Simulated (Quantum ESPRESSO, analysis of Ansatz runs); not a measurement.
## Li2SnF6 (P-31m), nudged elastic band: V_Li hop (4.5 Å) (q = −1) (Quantum ESPRESSO)

How high is the barrier when Li changes place in Li2SnF6 (P-31m)? The case: V_Li hop (4.5 Å), charge −1, in a cell of 72 host atoms with 1 Li taken out.

Calculated with Quantum ESPRESSO 7.5; Quantum ESPRESSO plane-wave DFT, PBEsol, GBRV 1.5 PBEsol potentials; nudged elastic band between two relaxed defect structures at fixed charge in a uniform background.

### Step 1. The starting structure

The cell holds 71 atoms: 15 Li, 8 Sn and 48 F. Cell: a = 9.882 Å, b = 9.882 Å, c = 9.112 Å, α = 90.0°, β = 90.0°, γ = 120.0°. It derives from Li2SnF6 (space group P-31m). Nearest the centre at fractional (0.667, 0.333, 0.000): F53 at 2.01 Å, F69 at 2.01 Å, F49 at 2.01 Å, F44 at 2.02 Å, F59 at 2.03 Å, F40 at 2.04 Å, Li38 at 2.27 Å, Sn21 at 2.83 Å. The cell carries charge −1.

The cell's shortest repeat is 9.1 Å.

### Step 2. Relaxation of the start point, charge −1

A barrier is counted from a minimum, so both ends are relaxed first. Small random displacements break the symmetry of the ideal sites, so that the defect can distort if it gains by it. The charge of −1 is set by the electron count, and a uniform background keeps the cell neutral.

The input, pw.in:

```
&CONTROL
  calculation = 'relax'
  prefix = 'pwscf'
  outdir = './tmp'
  pseudo_dir = './pseudo'
  tprnfor = .true.
  disk_io = 'low'
  nstep = 70
  forc_conv_thr = 0.00078
  etot_conv_thr = 0.0001
/
&SYSTEM
  ibrav = 0
  nat = 71
  ntyp = 3
  ecutwfc = 40
  ecutrho = 324
  nbnd = 251
  occupations = 'fixed'
  tot_charge = -1
  nosym = .true.
/
&ELECTRONS
  conv_thr = 7d-08
  electron_maxstep = 100
  mixing_beta = 0.5
/
&IONS
  ion_dynamics = 'bfgs'
/
ATOMIC_SPECIES
Li     6.9400 li_pbesol_v1.4.uspp.F.UPF
Sn   118.7100 sn_pbesol_v1.4.uspp.F.UPF
F     18.9984 f_pbesol_v1.4.uspp.F.UPF
CELL_PARAMETERS angstrom
   9.8824569602    0.0000000007    0.0000000000
  -4.9412285801    8.5584588632    0.0000000000
   0.0000000000    0.0000000000    9.1124854425
ATOMIC_POSITIONS crystal
Li     0.3301579871    0.1644018895    0.2511854170
Li     0.1660558835    0.3338746889    0.2531090450
Sn     0.0007261271    0.0005879861   -0.0032115252
F      0.1667329829    0.1661022655    0.1256342801
F      0.3397838648    0.3382512388    0.3726066621
F      0.3376897919   -0.0021082311    0.1270644039
F      0.1653540864    0.0030247318    0.3714235043
F     -0.0021931715    0.3330634350    0.1279697085
F     -0.0033746551    0.1622858800    0.3722469459
Li     0.3356681572    0.1660356526    0.7514919195
Li     0.1638809835    0.3334183645    0.7488064376
Sn     0.0013193448    0.0022545226    0.5025122696
F      0.1615206605    0.1606293164    0.6283952509
F      0.3363306572    0.3352724902    0.8699903658
F      0.3378537583    0.0033907940    0.6261067635
F      0.1662853735    0.0007008312    0.8709770077
F     -0.0006241631    0.3385375434    0.6286490310
F      0.0013417991    0.1617931994    0.8743305428
Li     0.3330033994    0.6652208628    0.2470313337
Li     0.1651950557    0.8316609760    0.2528100820
Sn    -0.0021887286    0.5005712607    0.0018302498
F      0.1664122451    0.6663442571    0.1254197108
F      0.3372903985    0.8342975561    0.3746930872
F      0.3382097911    0.4988354171    0.1253514714
F      0.1664979960    0.5011565577    0.3750135149
F     -0.0021431865    0.8342489079    0.1245543974
F      0.0032804521    0.6663546144    0.3733643700
Li     0.3306400392    0.6633969336    0.7496995820
Li     0.1696725262    0.8363836799    0.7497712894
Sn    -0.0034590641    0.4986716256    0.5003078831
F      0.1666593084    0.6643689827    0.6254238138
F      0.3386914599    0.8352717666    0.8731851432
F      0.3336657724    0.4989387509    0.6290506376
F      0.1625015577    0.5017967583    0.8747890756
F     -0.0014137253    0.8331208635    0.6255966491
F      0.0011187371    0.6622513275    0.8708202641
Li     0.8303680947    0.1651942112    0.2517556707
Li     0.6635634098    0.3323562198    0.2486016059
Sn     0.4975553392   -0.0010921221    0.0023551650
F      0.6639016455    0.1638752156    0.1302063984
F      0.8368137843    0.3346173057    0.3755576688
F      0.8377960731    0.0010589500    0.1298887749
F      0.6606341404   -0.0023114097    0.3716872331
F      0.5026459245    0.3389640284    0.1285400128
F      0.4985601815    0.1610473183    0.3752495283
Li     0.8320708503    0.1640175976    0.7521549431
Sn     0.5021237443    0.0009644579    0.5026170225
F      0.6627474248    0.1603079248    0.6265328387
F      0.8332763665    0.3333871604    0.8725210681
F      0.8358297266   -0.0016664584    0.6297949135
F      0.6645656751   -0.0022531144    0.8718176581
F      0.5029247770    0.3380355952    0.6287162925
F      0.5024191850    0.1631141598    0.8744841155
Li     0.8329333848    0.6694265599    0.2493727087
Li     0.6642187463    0.8335822913    0.2482676357
Sn     0.4977616764    0.4994368074    0.0024608023
F      0.6661041341    0.6643004888    0.1246341314
F      0.8346473889    0.8378874049    0.3743327277
F      0.8346951817    0.4999562117    0.1297162714
F      0.6646479700    0.4987525625    0.3756229407
F      0.4990703784    0.8372333835    0.1297239028
F      0.5012382805    0.6660833239    0.3754720729
Li     0.8367972697    0.6680122975    0.7497193266
Li     0.6650459637    0.8313224570    0.7526127353
Sn     0.4993466187    0.5025979898    0.5006336939
F      0.6657383502    0.6661776591    0.6290560601
F      0.8365680531    0.8335975708    0.8719604242
F      0.8393535206    0.5029168127    0.6262711473
F      0.6632128760    0.4972810875    0.8712402418
F      0.5008078716    0.8387882941    0.6246284989
F      0.5011982131    0.6670915536    0.8725732809
K_POINTS gamma
```

Command:

```console
$ OMP_NUM_THREADS=1 mpirun -n 4 pw.x -in pw.in > pw.out
```

Log:

```text
[shortened: banners, details of potentials and solvers, and blank lines are left out]
     gamma-point specific algorithms are used
     one sub-group per band group will be used
     scalapack distributed-memory algorithm (size of sub-group:  2*  2 procs)
     bravais-lattice index     =            0
     lattice parameter (alat)  =      18.6751  a.u.
     unit-cell volume          =    5201.0850 (a.u.)^3
     number of atoms/cell      =           71
     number of atomic types    =            3
     number of electrons       =       494.00
     number of Kohn-Sham states=          251
     kinetic-energy cutoff     =      40.0000  Ry
     charge density cutoff     =     324.0000  Ry
     scf convergence threshold =      7.0E-08
     mixing beta               =       0.5000
     number of iterations used =            8  plain     mixing
     energy convergence thresh.=      1.0E-04
     force convergence thresh. =      7.8E-04
     Exchange-correlation= SLA  PW   PSX  PSC
                           (   1   4  10   8   0   0   0)
     nstep                     =           70
     crystal axes: (cart. coord. in units of alat)
               a(1) = (   1.000000   0.000000   0.000000 )
               a(2) = (  -0.500000   0.866025   0.000000 )
               a(3) = (   0.000000   0.000000   0.922087 )
     PseudoPot. # 1 for Li read from file:
     li_pbesol_v1.4.uspp.F.UPF
     Pseudo is Ultrasoft, Zval =  3.0
     PseudoPot. # 2 for Sn read from file:
     sn_pbesol_v1.4.uspp.F.UPF
     Pseudo is Ultrasoft + core correction, Zval = 14.0
[...]
PseudoPot. # 3 for F  read from file:
     f_pbesol_v1.4.uspp.F.UPF
     Pseudo is Ultrasoft, Zval =  7.0
     atomic species   valence    mass     pseudopotential
     Li                3.00     6.94000     Li( 1.00)
     Sn               14.00   118.71000     Sn( 1.00)
     F                 7.00    18.99840     F ( 1.00)
     No symmetry found
     site n.     atom                  positions (alat units)
         1        Li     tau(   1) = (   0.2479570   0.1423762   0.2316148  )
         2        Li     tau(   2) = (  -0.0008815   0.2891440   0.2333886  )
         3        Sn     tau(   3) = (   0.0004321   0.0005092  -0.0029613  )
         4        F      tau(   4) = (   0.0836818   0.1438488   0.1158457  )
         5        F      tau(   5) = (   0.1706582   0.2929342   0.3435758  )
         6        F      tau(   6) = (   0.3387439  -0.0018258   0.1171644  )
         7        F      tau(   7) = (   0.1638417   0.0026195   0.3424848  )
         8        F      tau(   8) = (  -0.1687249   0.2884414   0.1179992  )
[...]
number of k points=     1
                       cart. coord. in units 2pi/alat
        k(    1) = (   0.0000000   0.0000000   0.0000000), wk =   2.0000000
     Dense  grid:   256154 G-vectors     FFT dimensions: ( 108, 108, 100)
     Smooth grid:    88889 G-vectors     FFT dimensions: (  75,  75,  72)
     starting charge     478.2375, renormalised to     494.0000
     Self-consistent Calculation
     iteration #  1     ecut=    40.00 Ry     beta= 0.50
     total energy              =   -3819.93921814 Ry
     estimated scf accuracy    <       5.89884233 Ry
     iteration #  2     ecut=    40.00 Ry     beta= 0.50
     total energy              =   -3821.57906487 Ry
     estimated scf accuracy    <       0.48393561 Ry
     iteration #  3     ecut=    40.00 Ry     beta= 0.50
     total energy              =   -3821.65880365 Ry
     estimated scf accuracy    <       0.05258368 Ry
[...]
[... 110 further cycles ...]
[...]
estimated scf accuracy    <       0.00000019 Ry
     iteration #  4     ecut=    40.00 Ry     beta= 0.50
     total energy              =   -3821.72233392 Ry
     estimated scf accuracy    <       0.00000002 Ry
     iteration #  5     ecut=    40.00 Ry     beta= 0.50
     total energy              =   -3821.72233392 Ry
     estimated scf accuracy    <          2.0E-09 Ry
     iteration #  6     ecut=    40.00 Ry     beta= 0.50
     End of self-consistent calculation
          k = 0.0000 0.0000 0.0000 ( 11133 PWs)   bands (ev):
   -38.3491 -38.3257 -38.3196 -38.3185 -38.3078 -38.3052 -38.3028 -38.2970
   -38.2547 -38.2527 -38.2511 -38.2108 -38.0178 -38.0176 -38.0164 -19.1405
   -19.1382 -19.0678 -19.0657 -19.0632 -19.0385 -19.0370 -19.0202 -18.9957
   -18.9949 -18.9801 -18.9738 -18.9736 -18.9604 -18.9544 -18.9531 -18.9462
   -18.6982 -18.6910 -18.6472 -18.6455 -18.5115 -18.4610 -18.4598 -18.4091
   -18.3598 -18.3597 -18.3036 -18.2198 -18.2189 -18.1912 -18.1907 -18.1688
   -18.1542 -18.1417 -18.1194 -18.1177 -18.0906 -18.0483 -18.0475 -18.0119
   -18.0109 -17.9947 -17.9324 -17.9308 -17.9291 -17.8700 -17.8673 -16.6160
[...]
highest occupied, lowest unoccupied level (ev):     1.9303    6.9740
!    total energy              =   -3821.72233392 Ry
     estimated scf accuracy    <          2.7E-10 Ry
     The total energy is the sum of the following terms:
     one-electron contribution =   -1735.74444977 Ry
     hartree contribution      =    1144.96826004 Ry
     xc contribution           =    -836.70479782 Ry
     ewald contribution        =   -2394.24134638 Ry
     convergence has been achieved in   6 iterations
     Forces acting on atoms (cartesian axes, Ry/au):
     atom    1 type  1   force =     0.00001979    0.00003387    0.00006080
     atom    2 type  1   force =    -0.00016107    0.00016928    0.00007221
     atom    3 type  2   force =     0.00003492   -0.00004543   -0.00007717
     atom    4 type  3   force =     0.00011249   -0.00030925   -0.00012050
     atom    5 type  3   force =     0.00044887    0.00051592    0.00076149
     atom    6 type  3   force =     0.00026262    0.00010194   -0.00047415
     atom    7 type  3   force =    -0.00027299   -0.00010306    0.00013595
     atom    8 type  3   force =    -0.00043325    0.00058482   -0.00089680
[...]
Total force =     0.003849     Total SCF correction =     0.000053
     Energy error            =      3.1E-05 Ry
     Gradient error          =      9.0E-04 Ry/Bohr
     number of scf cycles    =  18
     number of bfgs steps    =  17
     energy             old  =   -3821.7223025718 Ry
     energy             new  =   -3821.7223339242 Ry
     CASE: energy            _new < energy            _old
     new trust radius        =       0.0036478140 bohr
     new conv_thr            =       0.0000000007 Ry
ATOMIC_POSITIONS (crystal)
Li               0.3335214294        0.1665673546        0.2505290952
Li               0.1668294595        0.3332732687        0.2503769811
Sn               0.0002684851       -0.0000161157       -0.0014308127
F                0.1632291254        0.1628619145        0.1272481261
F                0.3347285378        0.3378488576        0.3699645786
F                0.3346803907       -0.0033346949        0.1308278109
F                0.1632530763        0.0003282837        0.3735527630
F                0.0031394121        0.3377403483        0.1308960231
[...]
Self-consistent Calculation
     iteration #  1     ecut=    40.00 Ry     beta= 0.50
     total energy              =   -3821.72235507 Ry
     estimated scf accuracy    <       0.00001180 Ry
     iteration #  2     ecut=    40.00 Ry     beta= 0.50
     total energy              =   -3821.72235565 Ry
     estimated scf accuracy    <       0.00000157 Ry
     iteration #  3     ecut=    40.00 Ry     beta= 0.50
     total energy              =   -3821.72235586 Ry
     estimated scf accuracy    <       0.00000018 Ry
     iteration #  4     ecut=    40.00 Ry     beta= 0.50
     total energy              =   -3821.72235590 Ry
     estimated scf accuracy    <       0.00000002 Ry
     iteration #  5     ecut=    40.00 Ry     beta= 0.50
     total energy              =   -3821.72235590 Ry
     estimated scf accuracy    <          2.1E-09 Ry
     iteration #  6     ecut=    40.00 Ry     beta= 0.50
     End of self-consistent calculation
          k = 0.0000 0.0000 0.0000 ( 11133 PWs)   bands (ev):
   -38.3449 -38.3269 -38.3208 -38.3198 -38.3082 -38.3061 -38.3042 -38.2980
   -38.2552 -38.2535 -38.2532 -38.2126 -38.0186 -38.0181 -38.0175 -19.1418
   -19.1406 -19.0695 -19.0681 -19.0609 -19.0381 -19.0375 -19.0214 -18.9945
   -18.9940 -18.9822 -18.9722 -18.9719 -18.9581 -18.9562 -18.9555 -18.9454
   -18.6990 -18.6935 -18.6458 -18.6454 -18.5131 -18.4603 -18.4598 -18.4098
   -18.3614 -18.3606 -18.3038 -18.2203 -18.2199 -18.1928 -18.1918 -18.1700
   -18.1543 -18.1424 -18.1198 -18.1192 -18.0911 -18.0489 -18.0483 -18.0126
   -18.0116 -17.9945 -17.9297 -17.9290 -17.9281 -17.8671 -17.8661 -16.6151
[...]
highest occupied, lowest unoccupied level (ev):     1.9314    6.9759
!    total energy              =   -3821.72235591 Ry
     estimated scf accuracy    <          2.4E-10 Ry
     The total energy is the sum of the following terms:
     one-electron contribution =   -1735.88648627 Ry
     hartree contribution      =    1145.04184042 Ry
     xc contribution           =    -836.70744299 Ry
     ewald contribution        =   -2394.17026707 Ry
     convergence has been achieved in   6 iterations
     Forces acting on atoms (cartesian axes, Ry/au):
     atom    1 type  1   force =     0.00000060    0.00004735    0.00002246
     atom    2 type  1   force =    -0.00017259    0.00024724    0.00004833
     atom    3 type  2   force =    -0.00007314   -0.00001018   -0.00023788
     atom    4 type  3   force =     0.00007286   -0.00023981   -0.00006683
     atom    5 type  3   force =     0.00023571    0.00006853    0.00045264
     atom    6 type  3   force =     0.00013145    0.00011616   -0.00039706
     atom    7 type  3   force =    -0.00024469   -0.00015472    0.00000798
     atom    8 type  3   force =    -0.00004864    0.00004646   -0.00039025
[...]
Total force =     0.002637     Total SCF correction =     0.000057
     Energy error            =      2.2E-05 Ry
     Gradient error          =      4.8E-04 Ry/Bohr
     bfgs converged in  19 scf cycles and  18 bfgs steps
     (criteria: energy <  1.0E-04 Ry, force <  7.8E-04 Ry/Bohr)
     End of BFGS Geometry Optimization
     Final energy             =   -3821.7223559055 Ry
Begin final coordinates
ATOMIC_POSITIONS (crystal)
Li               0.3335214294        0.1665673546        0.2505290952
Li               0.1668294595        0.3332732687        0.2503769811
Sn               0.0002684851       -0.0000161157       -0.0014308127
F                0.1632291254        0.1628619145        0.1272481261
F                0.3347285378        0.3378488576        0.3699645786
F                0.3346803907       -0.0033346949        0.1308278109
F                0.1632530763        0.0003282837        0.3735527630
F                0.0031394121        0.3377403483        0.1308960231
[...]
End final coordinates
   JOB DONE.
```

Run time: 8.7 min. Hardware: 4 MPI ranks of Arm Neoverse V2, shared host; peak memory 1.3 GiB.

Step by step:

| step | energy less that of the first step (eV) |
| --- | --- |
| 0 | 0.0000 |
| 1 | -0.4837 |
| 2 | -0.5720 |
| 3 | -0.6342 |
| 4 | -0.6913 |
| 5 | -0.7271 |
| 6 | -0.7435 |
| 7 | -0.7608 |
| 8 | -0.7685 |
| 9 | -0.7733 |
| 10 | -0.7779 |
| 11 | -0.7825 |
| 12 | -0.7843 |
| 13 | -0.7855 |
| 14 | -0.7863 |
| 15 | -0.7871 |
| 16 | -0.7879 |
| 17 | -0.7884 |
| 18 | -0.7887 |

The atoms that moved most (Å):

| atom | dx | dy | dz | length |
| --- | --- | --- | --- | --- |
| Li63 | -0.026 | -0.175 | 0.007 | 0.177 |
| Li46 | -0.141 | 0.103 | -0.014 | 0.176 |
| Li10 | 0.121 | 0.088 | -0.012 | 0.150 |
| F69 | -0.020 | 0.087 | 0.080 | 0.120 |
| F52 | -0.079 | -0.034 | -0.073 | 0.113 |
| F49 | 0.076 | 0.000 | 0.071 | 0.104 |
| F53 | -0.071 | -0.038 | 0.050 | 0.095 |
| F57 | -0.044 | 0.008 | 0.055 | 0.071 |

Neighbours of Li38 at the end:

| atom | distance (Å) |
| --- | --- |
| F41 | 2.004 |
| F60 | 2.004 |
| F45 | 2.006 |
| F44 | 2.006 |
| F59 | 2.007 |
| F40 | 2.008 |
| Li1 | 2.852 |
| Li54 | 2.853 |
| Li37 | 2.854 |

Read from the output:

| Property | Result |
| --- | --- |
| highest filled level | 1.931 eV |
| lowest empty level | 6.976 eV |
| r.m.s. move of the farther half of the atoms | 0.01602 Å |
| largest move from the ideal geometry of this structure, a common shift of the far atoms taken out | 0.1669 Å |

The relaxation gained 0.789 eV and ended with a largest force component of 0.012 eV/Å.

(Part 1 of 3 ends here.)

[Logs are printed without paths, hosts, clocks, repeated set-up lines and the standing remarks that a program may print on its own settings, such as how far it seeks lower states.]

[Hosts, paths, dates, database ids (printed as entryN), source tags and the programs' standing remarks are cut or masked in the printed files.]
